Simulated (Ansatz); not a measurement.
# Sr2SiS4 (P2_1/m): band gap by G0W0 on HSE06

Wanted: the gap of Sr2SiS4 (P2_1/m) with a many-body correction, and the time that it takes.

Main program and level: Ansatz 0.2.0; HSE06, then G0W0 on it, plane waves, PAW.

**1. Set-up**

It takes space group P2_1/m (No. 11, monoclinic). The conventional cell has a = 6.609 Å, b = 6.660 Å, c = 8.262 Å, α = 90.00°, β = 108.22°, γ = 90.00°. Nearest to Sr lie 9 S at 2.96 to 3.80 Å and 4 Si at 3.51 to 3.93 Å. Nearest to Sr lie 8 S at 3.04 to 3.46 Å and 3 Si at 3.71 to 3.89 Å. Nearest to Si lie 4 S at 2.12 to 2.13 Å and 7 Sr at 3.51 to 3.93 Å. Nearest to S lie 1 Si at 2.12 Å and 5 Sr at 3.03 to 3.80 Å. Nearest to S lie 1 Si at 2.13 Å and 4 Sr at 2.96 to 3.46 Å. S has 1 Si at 2.12 Å and 4 Sr at 3.01 to 3.13 Å nearest. Farther neighbours and most contacts between anions are not listed.

The cell and positions are those that the Materials Project relaxed with its own functionals (PBE, PBE+U or r2SCAN), kept fixed. The default PAW set here is soft_2. Its files were made with PBE.

**2. The starting point: HSE06**

HSE06 mixes in a quarter of exact exchange at short range.

This step: DFT, HSE06, plane waves, PAW.

File input.yaml:

```yaml
crystal:
  lattice:
    - [6.6087392105, 0.0, 0.0]
    - [0.0, 6.65954238, 0.0]
    - [-2.5827482587, 0.0, 7.848229828]
  atoms:
    - { symbol: Sr, position: [0.2836712, 0.75, 0.95180912] }
    - { symbol: Sr, position: [0.7163288, 0.25, 0.04819088] }
    - { symbol: Sr, position: [0.2248299, 0.75, 0.42926377] }
    - { symbol: Sr, position: [0.7751701, 0.25, 0.57073623] }
    - { symbol: Si, position: [0.72130103, 0.75, 0.7968462] }
    - { symbol: Si, position: [0.27869897, 0.25, 0.2031538] }
    - { symbol: S, position: [0.88645343, 0.75, 0.06157594] }
    - { symbol: S, position: [0.11354657, 0.25, 0.93842406] }
    - { symbol: S, position: [0.91690048, 0.75, 0.63566798] }
    - { symbol: S, position: [0.08309952, 0.25, 0.36433202] }
    - { symbol: S, position: [0.51038414, 0.50196672, 0.7372482] }
    - { symbol: S, position: [0.48961586, 0.00196672, 0.2627518] }
    - { symbol: S, position: [0.48961586, 0.49803328, 0.2627518] }
    - { symbol: S, position: [0.51038414, 0.99803328, 0.7372482] }
kpoints:
  mp_grid: { grid: [2, 2, 2] }
  band_path:
    path:
      - [0.0, 0.0, 0.0]
      - [0.0, 0.5, 0.0]
      - [0.0, 0.5, 0.5]
      - [0.0, 0.0, 0.5]
      - [-0.5, 0.0, 0.5]
      - [-0.5, 0.5, 0.5]
      - [-0.5, 0.5, 0.0]
      - [-0.5, 0.0, 0.0]
    npoints: 1
hamiltonian:
  xc: hse06
scf:
  occupations: { method: fixed }
  n_extra_bands: 8
output:
  eigenvalues: true
```

Command:

```console
$ ansatz run input.yaml --threads 24 --pin off --max-ram 82944MiB --backend cuda --events-out ev --progress --plain --runs-dir out --devices 1 --max-vram 78GiB
```

Numbers of over 12 decimals in the logs are rounded to 6 here.

The program printed:

```text
scf.n_extra_bands = 8 over 48 filled bands (N_el = 96.0): the run solves 56 bands
GPUs: using 1 of 1 available (devices: 1).
Engine: ansatz 0.2.0, aarch64-unknown-linux-gnu
Pseudopotentials: kind: paw
Pseudopotential: Sr, paw, valence charge 10, recommended cutoff 420 eV (normal), Sr.paw.azcp
Pseudopotential: Si, paw, valence charge 4, recommended cutoff 420 eV (normal), Si.paw.azcp
Pseudopotential: S, paw, valence charge 6, recommended cutoff 420 eV (normal), S.paw.azcp
Functional definition: HSE06
  parameter a = 0.25
  parameter omega = 0.11/bohr
  exchange = pbe_x - a*pbe_x_sr(omega) + a*exact_x_sr(omega)
  correlation = pbe_c
davidson cushion auto → on  (no smearing: the cushion is to keep the highest requested band from converging to the state above it; pin scf.eigensolver.cushion to override)
[...]
Crystal: 14 atoms, lattice volume = 345.410 Å³
Basis set: ecut = 420 eV, 6751 PW (Γ)
Bands: 56, of which v1, the nominal top of the filled ones, is band 48 counted from 1 (47 counted from 0)
Symmetry: 4 space group operations
Space group: P21/m (ITA 11), of the structure as read, at distance tolerance 7.0e-5 Å
k-points: 8
Non-local potential: Sr, projectors of the file, l = 0: 3, l = 1: 2, l = 2: 2
Non-local potential: Si, projectors of the file, l = 0: 2, l = 1: 2, l = 2: 2
Non-local potential: S, projectors of the file, l = 0: 2, l = 1: 2, l = 2: 2
PAW form: soft (Blöchl's): semilocal exchange-correlation on the pseudo side does not see the compensation charge
PAW frozen core: Sr, regenerated for the run's functional, and the local potential with it (the file was generated under x = pbe(κ = 0.804, μ = 0.219515), c = pbe(β = 0.066725))
PAW frozen core: Si, regenerated for the run's functional, and the local potential with it (the file was generated under x = pbe(κ = 0.804, μ = 0.219515), c = pbe(β = 0.066725))
PAW frozen core: S, regenerated for the run's functional, and the local potential with it (the file was generated under x = pbe(κ = 0.804, μ = 0.219515), c = pbe(β = 0.066725))
PAW one-centre angular grid: Sr, 110 points (default); XC on 64 Gauss nodes
PAW one-centre angular grid: Si, 110 points (default); XC on 64 Gauss nodes
PAW one-centre angular grid: S, 110 points (default); XC on 64 Gauss nodes
Initial density: superposition of atomic densities (neutral atoms: chi_scale 0, normalization atom), corrected by the library's trained network
Initial wavefunctions: pseudopotential atomic-orbital guess
[...]
Functional: x = pbe(κ = 0.804, μ = 0.219515), c = pbe(β = 0.066725), warm-up for x = pbe(κ = 0.804, μ = 0.219515) + 0.25 (exact − pbe) at short range (hse, ω = 0.207870 Å⁻¹), c = pbe(β = 0.066725); HSE06 as pw.x's `hse` composes it (authors' and Libxc's form: `xc: wpbeh`)
SCF iter   1: F=—  HF=-22687.066743 eV  |F-HF|=—  |Δ(HF+E_count)|=         —  Δρ=1.25e-3  dr2=5.12e-3  ethr=1.77e-3  ⟨swp⟩=13.8  Hψ=2392  notcnv=0
preconditioner: auto → none  [insulator: Δε(μ)=2.958 eV  Ē_g=11.948 eV  n_scr=64 (ndim 8)  ℏωp=18.7 eV  f_vac=0.008]
SCF iter   2: F=—  HF=-22687.070264 eV  |F-HF|=—  |Δ(HF+E_count)|=   3.52e-3  Δρ=5.99e-4  dr2=1.37e-3  ethr=5.34e-6  ⟨swp⟩=7.1  Hψ=1796  notcnv=0
SCF iter   3: F=-22687.071051 eV  HF=-22687.070764 eV  |F-HF|=2.87e-4  |Δ(HF+E_count)|=   4.99e-4  Δρ=3.26e-4  dr2=3.95e-4  ethr=1.43e-6  ⟨swp⟩=5.0  Hψ=1328  notcnv=0
SCF 1 stopped early in 3 iterations: F = -22687.071051 eV  dr2 = 3.95e-4
  greatest PAW one-centre occupation: 0.986 electrons in one spin orbital (limit 2), on the Sr atom at site 1 (counted from 0), in its partial waves of l = 0
[...]
Exchange kernel: α = 0.2500, screened, ω = 0.2079 Å⁻¹, Wigner–Seitz truncation, v(0) = 1015.7776 eV·Å³, q-mesh 2×2×2, nearest image of the exchange supercell L = 13.22 Å, pair-density grid 30×30×36, without the augmentation charges, whose exchange is taken in its separable form by FFT convolution over the k-point mesh (sized by the pseudopotential files, 45×45×54 at the most), smooth part of the exact exchange by density-matrix convolution in up to 4.04 GiB of GPU memory as planned if the GPU has room (build and FFT work areas not counted)
Frozen-core exchange: fock
SCF iter   1: F=—  HF=-22703.882302 eV  |F-HF|=—  |Δ(HF+E_count)|=         —  Δρ=3.10e-3  dr2=3.88e-2  ethr=4.11e-6  ⟨swp⟩=7.9  Hψ=2419  notcnv=0
preconditioner: auto → none  [insulator: Δε(μ)=3.991 eV  Ē_g=13.630 eV  n_scr=64 (ndim 8)  ℏωp=18.7 eV  f_vac=0.008]
SCF iter   2: F=—  HF=-22703.869119 eV  |F-HF|=—  |Δ(HF+E_count)|=   1.32e-2  Δρ=1.42e-3  dr2=7.51e-3  ethr=4.11e-6  ⟨swp⟩=4.1  Hψ=1586  notcnv=0
[...]
SCF iter   6: F=-22703.892979 eV  HF=-22703.892986 eV  |F-HF|=7.42e-6  |Δ(HF+E_count)|=   4.97e-5  Δρ=3.20e-5  dr2=1.11e-5  ethr=1.30e-7  ⟨swp⟩=4.0  Hψ=1304  notcnv=0
SCF 2 stopped early in 6 iterations: F = -22703.892979 eV  dr2 = 1.11e-5
  greatest PAW one-centre occupation: 0.987 electrons in one spin orbital (limit 2), on the Sr atom at site 0 (counted from 0), in its partial waves of l = 0
hybrid outer 1: dexx = +2.990e-2 eV, tail = 3.82e-5 eV
[...]
Exchange kernel: α = 0.2500, screened, ω = 0.2079 Å⁻¹, Wigner–Seitz truncation, v(0) = 1015.7776 eV·Å³, q-mesh 2×2×2, nearest image of the exchange supercell L = 13.22 Å, pair-density grid 30×30×36, without the augmentation charges, whose exchange is taken in its separable form by FFT convolution over the k-point mesh (sized by the pseudopotential files, 45×45×54 at the most), smooth part of the exact exchange by density-matrix convolution in up to 4.04 GiB of GPU memory as planned if the GPU has room (build and FFT work areas not counted)
Frozen-core exchange: fock
SCF iter   1: F=—  HF=-22703.892874 eV  |F-HF|=—  |Δ(HF+E_count)|=         —  Δρ=2.51e-5  dr2=2.09e-6  ethr=1.99e-7  ⟨swp⟩=3.8  Hψ=1113  notcnv=0
[...]
SCF iter   2: F=—  HF=-22703.892873 eV  |F-HF|=—  |Δ(HF+E_count)|=   2.93e-7  Δρ=1.22e-5  dr2=4.47e-7  ethr=1.98e-9  ⟨swp⟩=5.1  Hψ=1443  notcnv=0
SCF iter   3: F=—  HF=-22703.892874 eV  |F-HF|=—  |Δ(HF+E_count)|=   8.47e-7  Δρ=4.96e-6  dr2=2.04e-7  ethr=3.19e-10  ⟨swp⟩=5.8  Hψ=1499  notcnv=0  defer=30
iter 4 solved again at ethr=4.23e-12 eV; its pass at ethr=2.01e-10 eV (dr2=4.06e-9 eV) is discarded
SCF iter   4: F=-22703.892874 eV  HF=-22703.892874 eV  |F-HF|=3.21e-9  |Δ(HF+E_count)|=   5.52e-8  Δρ=8.13e-7  dr2=5.17e-9  ethr=4.23e-12  ⟨swp⟩=3.9  Hψ=2371  notcnv=0
SCF 3 converged in 4 iterations: F = -22703.892874 eV  dr2 = 5.17e-9
[...]
hybrid outer 2: dexx = +1.179e-6 eV, tail = 1.82e-8 eV, Δε = 9.20e-4 eV (about 2.12e-5 eV left of the loop's levels)
the search or the solves at the SCF's close seem to have found levels that the self-consistency loop had missed (the run counts 1). By its estimate they hold under 1e-12 electrons; where the run keeps them, the occupations were computed again with them
[...]
NSCF: frozen V_eff on 8 k-points
hybrid SCF converged: 2 outer / 10 inner (+3 warm-up), last move |dexx| = 1.18e-6 eV, tail = 1.82e-8 eV
Stability not checked: this state was not tested for a lower state beside it, because the functional holds exact exchange (a hybrid, or Hartree-Fock), whose exchange loop this test does not read (fock_operator; see scf.lower_state_search)
Free energy (F): -22703.892874 eV
Frozen-core exchange: fock
Harris-Foulkes:  -22703.892874 eV  (|F-HF|=3.21e-9)
Internal energy: -22703.892874 eV  (E = F + TS)
E sigma→0 (E₀):  -22703.892874 eV
Fermi energy:    4.877198 eV
--- Per-component energies (eV) ---
  E_band       = -556.492155
  E_kinetic    = 1927.471066
  E_local      = -3756.539789  (includes V_loc(G=0)·N_el)
  E_nonlocal   = 1078.631173
  E_hartree    = 992.479145
  E_xc         = -1274.290222
  E_vxc        = -1164.071500  (∫ρ·V_xc dr)
  E_exx        = -197.116135  (= α·E_x^exact, valence–valence)
  E_paw        = -16739.876673  (= ΣΔE_a)
  E_vpaw       = -232.709263  (= ΣTr[D̂ρ^β])
  E_aug_tail   = 0.000019  (compensation charges beyond the density's cutoff)
  E_ewald      = -4732.298378
  E_core_change = -2.353081  (= ΣΔE_core)
  E_smearing   = -0.000000  (= −TS)
  E_closure    = -0.000000  (closes the sum)
  Σ components = -22703.892874   (vs F -22703.892874, Δ=0.00e0)
--- Band table (eV; the first three rows and the last of 8) ---
  k-point 0: bands = [... 44 lower, 4.3491, 4.5239, 4.6354, 4.8772, 9.3213, 9.5802, 9.7065, 9.9642, ... 4 higher]
  k-point 1: bands = [... 44 lower, 4.2299, 4.3966, 4.5942, 4.7647, 9.5337, 9.7944, 9.8286, 9.9958, ... 4 higher]
  k-point 2: bands = [... 44 lower, 4.0198, 4.0198, 4.4657, 4.4657, 9.7451, 9.7451, 10.1976, 10.1976, ... 4 higher]
  k-point 7: bands = [... 44 lower, 4.1331, 4.1331, 4.2415, 4.2415, 10.1882, 10.1882, 10.2957, 10.2957, ... 4 higher]
```

The job ended after 7.2 s (1 × NVIDIA GB200 (shared by 2 runs) with 24 threads of Arm Neoverse V2, shared host; peak memory 1.3 GiB; 36 s of CPU time).

This step gave:

- gap: 3.967 eV
- valence top at: Γ
- conduction bottom at: Y_2
- least direct gap: 4.171 eV
- exact-exchange fraction: 0.25

Over mesh and listed points the gap is 3.967 eV, from k = Γ to k = (-0.500, 0.000, 0.000). The least direct gap found is 4.171 eV, at k = (-0.500, 0.000, 0.000).

(Part 1 of 2 ends here.)

[Paths, hosts, dates, memory and timing lines, banners, echoed tables and standing remarks are left out of the program output.]

[Logs are printed without paths, hosts, clocks, repeated set-up lines and the standing remarks that a program may print on its own settings, such as how far it seeks lower states.]

[Runs of the session that timed out or met a known fault of the program may be left out.]

[Cells called generated may have been cut or substituted from an entry of the Crystallography Open Database or the Materials Project.]

[Hosts, paths, dates, database ids (printed as entryN), source tags and the programs' standing remarks are cut or masked in the printed files.]

[Where an RPA ε∞ is given, it is that of the G0W0 mesh and is not shown converged in it. Names of k-points follow the symmetry that the program found, which can be lower than the space group named. Band edges on a path are those of the sampled points; other points can move an edge, and change direct to indirect where valleys lie close.]

[Hybrid gaps are those of their k-mesh and are not shown converged in it.]
